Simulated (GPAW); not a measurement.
Consider CsMgF3 (Pm-3m).

```cif
data_structure
_symmetry_space_group_name_H-M 'P 1'
_symmetry_Int_Tables_number 1
_cell_length_a 4.2523
_cell_length_b 4.2523
_cell_length_c 4.2523
_cell_angle_alpha 90.000
_cell_angle_beta 90.000
_cell_angle_gamma 90.000
_cell_volume 76.89
loop_
_atom_site_label
_atom_site_type_symbol
_atom_site_fract_x
_atom_site_fract_y
_atom_site_fract_z
_atom_site_occupancy
Cs1 Cs 0.00000 0.00000 0.00000 1
Mg2 Mg 0.50000 0.50000 0.50000 1
F3 F 0.50000 0.50000 0.00000 1
F4 F 0.50000 0.00000 0.50000 1
F5 F 0.00000 0.50000 0.50000 1
```

Absorber: atom 2, with 6 F at 2.13 Å (octahedral, site symmetry m-3m). Method: GPAW, LDA, full core hole (charged cell), 20-atom cell with 7.4 Å between holes, 4×4×4 k points, dipole transitions, Gaussian full width 0.9 eV up to 4 eV, rising linearly to 3.5 eV at 25 eV.

Question: What does the Mg K edge look like?

Main maxima up to 24 eV above the zero (height): 3.7 eV (4.26), 7.2 eV (1.78) and 15.4 eV (0.80). A K edge sees empty p states on the absorber. The total-energy difference plus the lowest empty eigenvalue puts the zero at 1309.96 eV. One term is added: -12.89 eV, since the hole is spin-paired here and a spin-polarised one costs that much less in the free atom (computed apart). The photon energy is then 1297.07 eV. The tabulated edge of the element is 1303 eV. The functional and the charged cell's background leave an error in such absolute values: in the free atom LDA prices this hole 6.5 eV below PBE (computed apart), and PBE is itself good to a few eV.

The Mg K spectrum (energy from the lowest empty level; intensity scaled to a mean of 1 over the first 20 eV):

| E (eV) | intensity |
| --- | --- |
| -2.0 | 0.00 |
| -1.4 | 0.00 |
| -0.8 | 0.00 |
| -0.2 | 0.00 |
| 0.4 | 0.00 |
| 1.0 | 0.00 |
| 1.6 | 0.00 |
| 2.2 | 0.06 |
| 2.8 | 1.10 |
| 3.4 | 3.64 |
| 4.0 | 3.91 |
| 4.6 | 2.11 |
| 5.2 | 1.37 |
| 5.8 | 1.29 |
| 6.4 | 1.59 |
| 7.0 | 1.77 |
| 7.6 | 1.73 |
| 8.2 | 1.59 |
| 8.8 | 1.52 |
| 9.4 | 1.30 |
| 10.0 | 0.92 |
| 10.6 | 0.69 |
| 11.2 | 0.63 |
| 11.8 | 0.54 |
| 12.4 | 0.40 |
| 13.0 | 0.32 |
| 13.6 | 0.39 |
| 14.2 | 0.58 |
| 14.8 | 0.74 |
| 15.4 | 0.80 |
| 16.0 | 0.76 |
| 16.6 | 0.67 |
| 17.2 | 0.60 |
| 17.8 | 0.56 |
| 18.4 | 0.55 |
| 19.0 | 0.53 |
| 19.6 | 0.48 |
| 20.2 | 0.41 |
| 20.8 | 0.34 |
| 21.4 | 0.30 |
| 22.0 | 0.28 |
| 22.6 | 0.31 |
| 23.2 | 0.36 |
| 23.8 | 0.44 |
| 24.4 | 0.51 |
| 25.0 | 0.55 |
| 25.6 | 0.56 |
| 26.2 | 0.54 |
| 26.8 | 0.49 |
| 27.4 | 0.44 |
| 28.0 | 0.38 |
| 28.6 | 0.33 |
| 29.2 | 0.29 |
| 29.8 | 0.26 |
| 30.4 | 0.26 |
| 31.0 | 0.27 |
| 31.6 | 0.30 |

The mesh is coarse (0.26 Å⁻¹ between points), so small maxima may be mesh ripples. The structure is a computed Materials Project entry and may be a hypothetical form.

[Banner, clock and machine lines of the logs are left out without a mark of their own.]

[Logs are printed without paths, hosts, clocks, repeated set-up lines and the standing remarks that a program may print on its own settings, such as how far it seeks lower states.]

[Hosts, paths, dates, database ids (printed as entryN), source tags and the programs' standing remarks are cut or masked in the printed files.]

[Lists of maxima count a maximum above −3 eV only where it reaches 4 % of the highest in the window and stands out from its surroundings by 2 % of it (1.5 % where it reaches 55 %); shoulders and weaker maxima are passed over, and of the rest the first, up to two pre-edge ones and the few strongest are named.]
